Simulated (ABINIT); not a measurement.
# SrTiO3 (Tausonite): bands and cutoff in G0W0 with ABINIT

What does each rung of G0W0 on SrTiO3 (Tausonite) cost, and what does it buy?

Calculated with ABINIT 10.8.3; PBE and many-body steps on it, plane waves.

### Step 1. The starting structure

Symmetry: Pm-3m, No. 221, cubic system. The conventional cell has a = 3.905 Å, b = 3.905 Å, c = 3.905 Å, α = 90.00°, β = 90.00°, γ = 90.00°. Nearest to Sr lie 12 O at 2.76 Å. Nearest to Ti lie 6 O at 1.95 Å. O has 2 Ti at 1.95 Å and 4 Sr at 2.76 Å nearest. Farther neighbours and most contacts between anions are not listed.

The cell and positions come from the Crystallography Open Database and are kept as given unless a step says otherwise.

### Step 2. Empty states on the mesh, 4×4×4 mesh, 730 bands

This step: ABINIT 10.8.3; DFT, PBE, plane waves, norm-conserving pseudopotentials.

The sums over transitions need many empty states on a uniform mesh; this step solves for them.

run.abi

```
acell 3*1.0 Angstrom
rprim 
  3.905280000000 0.000000000000 0.000000000000
  0.000000000000 3.905280000000 0.000000000000
  0.000000000000 0.000000000000 3.905280000000
ntypat 3
znucl 38 22 8
natom 5
typat 1 2 3 3 3
xred 
  0.500000000000 0.500000000000 0.500000000000
  0.000000000000 0.000000000000 0.000000000000
  0.500000000000 0.000000000000 0.000000000000
  0.000000000000 0.500000000000 0.000000000000
  0.000000000000 0.000000000000 0.500000000000
pp_dirpath "pseudos"
pseudos "Sr.upf, Ti.upf, O.upf"
ecut 38
ngkpt 4 4 4
nshiftk 1
shiftk 0 0 0
kptopt 1
chksymbreak 0
irdden 1
istwfk *1
nband 730
prtvol 0
optdriver 6
gwr_task "HDIAGO"
paral_kgb 0
occopt 1
indata_prefix "in"
outdata_prefix "out"
tmpdata_prefix "tmp"
```

Started as:

```console
$ OMP_NUM_THREADS=1 mpirun -n 4 abinit run.abi > log
```

What it wrote:

```text
.Version 10.8.3 of ABINIT. v10.8.2 released Aug 2026.

 Symmetries : space group Pm -3 m (#221); Bravais cP (primitive cubic)
[... echo of the input left out ...]
== DATASET  1 ==================================================================
-   mpi_nproc: 4, omp_nthreads: 1 (-1 if OMP is not activated)

--- !DatasetInfo
iteration_state: {dtset: 1, }
dimensions: {natom: 5, nkpt: 10, mband: 730, nsppol: 1, nspinor: 1, nspden: 1, mpw: 4632, }
cutoff_energies: {ecut:  38.0, pawecutdg:  -1.0, }
[...]
Indirect band gap semiconductor
 Fundamental gap:     1.908 (eV)
   VBM:     6.925 (eV) at k: [ 5.0000E-01,  5.0000E-01,  5.0000E-01]
   CBM:     8.833 (eV) at k: [ 0.0000E+00,  0.0000E+00,  0.0000E+00]
 Direct gap:         2.263 (eV) at k: [ 0.0000E+00,  0.0000E+00,  0.0000E+00]

== END DATASET(S) ==============================================================
================================================================================

 -outvars: echo values of variables after computation  --------
           etotal      0.0000000000E+00
            nband         730
             nkpt          10
          spgroup         221
 [... the other variables as echoed above ...]

 Calculation completed.
```

Wall time 3.4 min (4 MPI ranks of Arm Neoverse V1, shared host); peak memory 4.8 GiB; 14 min of CPU time.

This step gave:

| Quantity | Value |
| --- | --- |
| gap | 1.908 eV |
| k of the valence top | 0.5, 0.5, 0.5 |
| k of the conduction bottom | 0, 0, 0 |
| least direct gap | 2.263 eV |
| k points computed | 10 |
| lowest point of the top converged band, above the valence top | 284.3780 eV |

On this mesh the gap is 1.908 eV.

The density comes from a self-consistent run that is not shown.

### Step 3. Screening, 4×4×4 mesh, 107 bands, screening to 93.9 eV

The RPA dielectric matrix is built and inverted for each q.

This step: RPA screening on PBE, plane waves, norm-conserving pseudopotentials.

run.abi: that of step 2 with these lines changed.

```diff
@@ -23,10 +23,11 @@
 chksymbreak 0
-irdden 1
 istwfk *1
-nband 730
-prtvol 0
-optdriver 6
-gwr_task "HDIAGO"
-paral_kgb 0
 occopt 1
+irdwfk 1
+optdriver 3
+nband 107
+ecuteps 3.45
+inclvkb 2
+awtr 1
+symchi 1
 indata_prefix "in"
```

What it wrote:

```text
.Version 10.8.3 of ABINIT. v10.8.2 released Aug 2026.

 Symmetries : space group Pm -3 m (#221); Bravais cP (primitive cubic)
[... echo of the input left out ...]
== DATASET  1 ==================================================================
-   mpi_nproc: 4, omp_nthreads: 1 (-1 if OMP is not activated)

--- !DatasetInfo
iteration_state: {dtset: 1, }
dimensions: {natom: 5, nkpt: 10, mband: 107, nsppol: 1, nspinor: 1, nspden: 1, mpw: 4632, }
cutoff_energies: {ecut:  38.0, pawecutdg:  -1.0, }
electrons: {nelect:   4.00000000E+01, charge:   0.00000000E+00, occopt:   1.00000000E+00, tsmear:   1.00000000E-02, }

 SCREENING: Calculation of the susceptibility and dielectric matrices

 Based on a program developped by R.W. Godby, V. Olevano, G. Onida, and L. Reining.
 Incorporated in ABINIT by V. Olevano, G.-M. Rignanese, and M. Torrent.
.Using double precision arithmetic ; gwpc =  8

[... cell and pseudopotentials left out ...]
--------------------------------------------------------------------------------

 ==== K-mesh for the wavefunctions ====
 Number of points in the irreducible wedge :    10
[... list of points left out ...]
 Together with 48 symmetry operations and time-reversal symmetry
 yields    64 points in the full Brillouin Zone.

 ==== Q-mesh for the screening function ====
 Number of points in the irreducible wedge :    10
[... list of points left out ...]
 Together with 48 symmetry operations and time-reversal symmetry
 yields    64 points in the full Brillouin Zone.

 setmesh: FFT mesh size selected  =    27x   27x   27
          total number of points  =        19683

 vcoul_init : cutoff-mode = AUXILIARY_FUNCTION
 q-points for optical limit:   1
     1)      0.000010    0.000020    0.000030

- screening: taking advantage of time-reversal symmetry
- Maximum band index for partially occupied states nbvw = 20
- Remaining bands to be divided among processors   nbcw = 87
- Number of bands treated by each node ~21

 Number of electrons calculated from density =   40.0000; Expected =   40.0000
 average of density, n =  0.099519
 r_s =    1.3387
 omega_plasma =   30.4305 [eV]

 calculating chi0 at frequencies [eV] :
  1    0.000000E+00    0.000000E+00
  2    0.000000E+00    3.043050E+01

--------------------------------------------------------------------------------
  q-point number  1        q = ( 0.000000, 0.000000, 0.000000) [r.l.u.]
--------------------------------------------------------------------------------
[... chi0 elements left out ...]
 For q-point:  0.000010 0.000020 0.000030
  dielectric constant =   6.4873
  dielectric constant without local fields =   6.7656

  Average fulfillment of the sum rule on Im[epsilon] for q-point    1 :     62.14  [%]
[... wings left out ...]
  q-point number  2        q = ( 0.250000, 0.000000, 0.000000) [r.l.u.]
--------------------------------------------------------------------------------
[... chi0 elements left out ...]
  Average fulfillment of the sum rule on Im[epsilon] for q-point    2 :     73.40  [%]

 [... 8 further q-points ...]
```

Elapsed: 52 s, on 4 MPI ranks; peak memory 1 GiB; 3.5 min of CPU time.

This step gave:

* ε∞ with local fields, on this mesh, along the program's q direction: 6.487
* the same without local fields: 6.766
* plasma frequency: 30.43 eV
* plane waves in the screening matrix: 123

Local fields lower ε∞ by 4 %. On a Γ-centred mesh this coarse the value itself is usually too large, while a short band sum pulls it down.

### Step 4. 107 bands, 93.9 eV

The self-energy is evaluated for the states that the input lists, and the levels follow from it, in one-shot runs by the linearised quasiparticle equation.

This step: G0W0 on PBE, plane waves, norm-conserving pseudopotentials.

run.abi: that of step 3 with these lines changed.

```diff
@@ -26,8 +26,21 @@
 irdwfk 1
-optdriver 3
+optdriver 4
 nband 107
+gwcalctyp 0
+ecutsigx 38
+symsigma 1
+nkptgw 4
+kptgw 
+  0.5000000000 0.5000000000 0.5000000000
+  0.0000000000 0.0000000000 0.0000000000
+  0.5000000000 0.0000000000 0.0000000000
+  0.5000000000 0.5000000000 0.0000000000
+bdgw 
+  18 23
+  18 23
+  19 23
+  18 22
 ecuteps 3.45
-inclvkb 2
-awtr 1
-symchi 1
+irdscr 1
+ppmodel 1
 indata_prefix "in"
```

What it wrote:

```text
.Version 10.8.3 of ABINIT. v10.8.2 released Aug 2026.

 Symmetries : space group Pm -3 m (#221); Bravais cP (primitive cubic)
[... echo of the input left out ...]
== DATASET  1 ==================================================================
-   mpi_nproc: 4, omp_nthreads: 1 (-1 if OMP is not activated)

--- !DatasetInfo
iteration_state: {dtset: 1, }
dimensions: {natom: 5, nkpt: 10, mband: 107, nsppol: 1, nspinor: 1, nspden: 1, mpw: 4632, }
cutoff_energies: {ecut:  38.0, pawecutdg:  -1.0, }
electrons: {nelect:   4.00000000E+01, charge:   0.00000000E+00, occopt:   1.00000000E+00, tsmear:   1.00000000E-02, }

 SIGMA: Calculation of the GW corrections

 Based on a program developped by R.W. Godby, V. Olevano, G. Onida, and L. Reining.
 Incorporated in ABINIT by V. Olevano, G.-M. Rignanese, and M. Torrent.
.Using double precision arithmetic ; gwpc =  8

[... cell and pseudopotentials left out ...]
--------------------------------------------------------------------------------

 ==== K-mesh for the wavefunctions ====
 Number of points in the irreducible wedge :    10
[... list of points left out ...]
 Together with 48 symmetry operations and time-reversal symmetry
 yields    64 points in the full Brillouin Zone.

 ==== Q-mesh for screening function ====
 Number of points in the irreducible wedge :    10
[... list of points left out ...]
 Together with 48 symmetry operations and time-reversal symmetry
 yields    64 points in the full Brillouin Zone.

 vcoul_init : cutoff-mode = AUXILIARY_FUNCTION
 q-points for optical limit:   1
     1)      0.000010    0.000020    0.000030
 setmesh: FFT mesh size selected  =    45x   45x   45
          total number of points  =        91125

 Number of electrons calculated from density =   40.0000; Expected =   40.0000
 average of density, n =  0.099519
 r_s =    1.3387
 omega_plasma =   30.4305 [eV]

 === KS Band Gaps ===
  >>>> For spin  1
   Minimum direct gap =   2.2628 [eV], located at k-point      :   0.0000  0.0000  0.0000
   Fundamental gap    =   1.9077 [eV], Top of valence bands at :   0.5000  0.5000  0.5000
                                       Bottom of conduction at :   0.0000  0.0000  0.0000
 SIGMA fundamental parameters:
 PLASMON POLE MODEL  1
 number of plane-waves for SigmaX                 4457
 number of plane-waves for SigmaC and W            123
 number of plane-waves for wavefunctions          4457
 number of bands                                   107
 number of independent spin polarizations            1
 number of spinorial components                      1
 number of k-points in IBZ                          10
 number of q-points in IBZ                          10
 number of symmetry operations                      48
 number of k-points in BZ                           64
 number of q-points in BZ                           64
 number of frequencies for dSigma/dE                 9
 frequency step for dSigma/dE [eV]                0.25
 number of omega for Sigma on real axis              0
 max omega for Sigma on real axis  [eV]           0.00
 zcut for avoiding poles [eV]                     0.10

 EPSILON^-1 parameters (SCR file):
 dimension of the eps^-1 matrix on file            123
 dimension of the eps^-1 matrix used               123
 number of plane-waves for wavefunctions          4457
 number of bands                                   107
 number of q-points in IBZ                          10
 number of frequencies                               2
 number of real frequencies                          1
 number of imag frequencies                          1

 matrix elements of self-energy operator (all in [eV])

 Perturbative Calculation

--- !SelfEnergy_ee
iteration_state: {dtset: 1, }
kpoint     : [   0.500,    0.500,    0.500, ]
spin       : 1
KS_gap     :    4.517
QP_gap     :    6.443
Delta_QP_KS:    1.926
data: !SigmaeeData |
     Band     E0 <VxcDFT>   SigX SigC(E0)      Z dSigC/dE  Sig(E)    E-E0       E
       18   6.925 -20.195 -25.189   5.025   0.774  -0.293 -20.171   0.024   6.949
       19   6.925 -20.195 -25.189   5.025   0.774  -0.293 -20.171   0.024   6.949
       20   6.925 -20.195 -25.189   5.025   0.774  -0.293 -20.171   0.024   6.949
       21  11.442 -21.983 -12.959  -6.413   0.747  -0.339 -20.034   1.950  13.392
       22  11.442 -21.983 -12.959  -6.413   0.747  -0.339 -20.034   1.950  13.392
       23  11.442 -21.983 -12.959  -6.413   0.747  -0.339 -20.034   1.950  13.392

--- !SelfEnergy_ee
iteration_state: {dtset: 1, }
kpoint     : [   0.000,    0.000,    0.000, ]
spin       : 1
KS_gap     :    2.263
QP_gap     :    3.809
Delta_QP_KS:    1.546
data: !SigmaeeData |
     Band     E0 <VxcDFT>   SigX SigC(E0)      Z dSigC/dE  Sig(E)    E-E0       E
[...]
--- !SelfEnergy_ee
iteration_state: {dtset: 1, }
kpoint     : [   0.500,    0.000,    0.000, ]
spin       : 1
KS_gap     :    2.804
QP_gap     :    4.485
Delta_QP_KS:    1.682
data: !SigmaeeData |
     Band     E0 <VxcDFT>   SigX SigC(E0)      Z dSigC/dE  Sig(E)    E-E0       E
[...]
--- !SelfEnergy_ee
iteration_state: {dtset: 1, }
kpoint     : [   0.500,    0.500,    0.000, ]
spin       : 1
KS_gap     :    3.925
QP_gap     :    5.786
Delta_QP_KS:    1.862
data: !SigmaeeData |
     Band     E0 <VxcDFT>   SigX SigC(E0)      Z dSigC/dE  Sig(E)    E-E0       E
[...]
20   6.839 -20.001 -24.995   5.000   0.774  -0.292 -19.996   0.005   6.844
       21  10.764 -21.573 -13.350  -5.752   0.756  -0.324 -19.706   1.867  12.630
       22  10.764 -21.573 -13.350  -5.752   0.756  -0.324 -19.706   1.867  12.630

== END DATASET(S) ==============================================================
================================================================================

 -outvars: echo values of variables after computation  --------
           etotal      0.0000000000E+00
            nband         107
             nkpt          10
          spgroup         221
 [... the other variables as echoed above ...]

 Calculation completed.
```

Elapsed: 14 s, on 4 MPI ranks; peak memory 0.83 GiB; 54 s of CPU time.

This step gave:

```yaml
g0w0_gap_on_the_mesh: 3.459 eV
starting_gap_on_the_mesh: 1.908 eV
k_of_the_valence_top: 0.5, 0.5, 0.5
k_of_the_conduction_bottom: 0, 0, 0
z_at_the_valence_top: 0.774
z_at_the_conduction_bottom: 0.785
least_direct_g0w0_gap_on_the_computed_points: 3.810 eV
```

The gap on the mesh goes from 1.91 eV to 3.46 eV, a correction of +1.55 eV.

### Step 5. Screening, 4×4×4 mesh, 159 bands, screening to 127.6 eV

This step: RPA screening on PBE, plane waves, norm-conserving pseudopotentials.

run.abi: that of step 4 with these lines changed.

```diff
@@ -26,21 +26,8 @@
 irdwfk 1
-optdriver 4
-nband 107
-gwcalctyp 0
-ecutsigx 38
-symsigma 1
-nkptgw 4
-kptgw 
-  0.5000000000 0.5000000000 0.5000000000
-  0.0000000000 0.0000000000 0.0000000000
-  0.5000000000 0.0000000000 0.0000000000
-  0.5000000000 0.5000000000 0.0000000000
-bdgw 
-  18 23
-  18 23
-  19 23
-  18 22
-ecuteps 3.45
-irdscr 1
-ppmodel 1
+optdriver 3
+nband 159
+ecuteps 4.69
+inclvkb 2
+awtr 1
+symchi 1
 indata_prefix "in"
```

What it wrote:

```text
.Version 10.8.3 of ABINIT. v10.8.2 released Aug 2026.

 Symmetries : space group Pm -3 m (#221); Bravais cP (primitive cubic)
[... echo of the input left out ...]
== DATASET  1 ==================================================================
-   mpi_nproc: 4, omp_nthreads: 1 (-1 if OMP is not activated)

--- !DatasetInfo
iteration_state: {dtset: 1, }
dimensions: {natom: 5, nkpt: 10, mband: 159, nsppol: 1, nspinor: 1, nspden: 1, mpw: 4632, }
cutoff_energies: {ecut:  38.0, pawecutdg:  -1.0, }
electrons: {nelect:   4.00000000E+01, charge:   0.00000000E+00, occopt:   1.00000000E+00, tsmear:   1.00000000E-02, }

 SCREENING: Calculation of the susceptibility and dielectric matrices

 Based on a program developped by R.W. Godby, V. Olevano, G. Onida, and L. Reining.
 Incorporated in ABINIT by V. Olevano, G.-M. Rignanese, and M. Torrent.
.Using double precision arithmetic ; gwpc =  8

[... cell and pseudopotentials left out ...]
--------------------------------------------------------------------------------

 ==== K-mesh for the wavefunctions ====
 Number of points in the irreducible wedge :    10
[... list of points left out ...]
 Together with 48 symmetry operations and time-reversal symmetry
 yields    64 points in the full Brillouin Zone.

 ==== Q-mesh for the screening function ====
 Number of points in the irreducible wedge :    10
[... list of points left out ...]
 Together with 48 symmetry operations and time-reversal symmetry
 yields    64 points in the full Brillouin Zone.

 setmesh: FFT mesh size selected  =    27x   27x   27
          total number of points  =        19683

 vcoul_init : cutoff-mode = AUXILIARY_FUNCTION
 q-points for optical limit:   1
     1)      0.000010    0.000020    0.000030

- screening: taking advantage of time-reversal symmetry
- Maximum band index for partially occupied states nbvw = 20
- Remaining bands to be divided among processors   nbcw = 139
- Number of bands treated by each node ~34

 Number of electrons calculated from density =   40.0000; Expected =   40.0000
 average of density, n =  0.099519
 r_s =    1.3387
 omega_plasma =   30.4305 [eV]

 calculating chi0 at frequencies [eV] :
  1    0.000000E+00    0.000000E+00
  2    0.000000E+00    3.043050E+01

--------------------------------------------------------------------------------
  q-point number  1        q = ( 0.000000, 0.000000, 0.000000) [r.l.u.]
--------------------------------------------------------------------------------
[... chi0 elements left out ...]
 For q-point:  0.000010 0.000020 0.000030
  dielectric constant =   6.4149
  dielectric constant without local fields =   6.7736

  Average fulfillment of the sum rule on Im[epsilon] for q-point    1 :     72.00  [%]
[... wings left out ...]
  q-point number  2        q = ( 0.250000, 0.000000, 0.000000) [r.l.u.]
--------------------------------------------------------------------------------
[... chi0 elements left out ...]
  Average fulfillment of the sum rule on Im[epsilon] for q-point    2 :     80.45  [%]

 [... 8 further q-points ...]
```

Wall time 88 s (4 MPI ranks); peak memory 1.2 GiB.

Numbers from this step:

```
ε∞ with local fields, on this mesh, along the program's q direction : 6.415
the same without local fields                                       : 6.774
plasma frequency                                                    : 30.43 eV
plane waves in the screening matrix                                 : 179
```

(Part 1 of 2 ends here.)

[Paths, hosts, dates, memory and timing lines, banners, echoed tables and standing remarks are left out of the program output.]

[Logs are printed without paths, hosts, clocks, repeated set-up lines and the standing remarks that a program may print on its own settings, such as how far it seeks lower states.]

[Runs of the session that timed out or met a known fault of the program may be left out.]

[Hosts, paths, dates, database ids (printed as entryN), source tags and the programs' standing remarks are cut or masked in the printed files.]

[G0W0 gaps are taken among the corrected bands and points alone; a level outside them can change the order at an edge.]

[Where Ansatz stands beside ABINIT at settings called matched, ABINIT's density can come from a denser mesh and the files from another edition; pairs whose starting gaps differed by over 0.03 eV were left out, so agreement reads better than it is.]
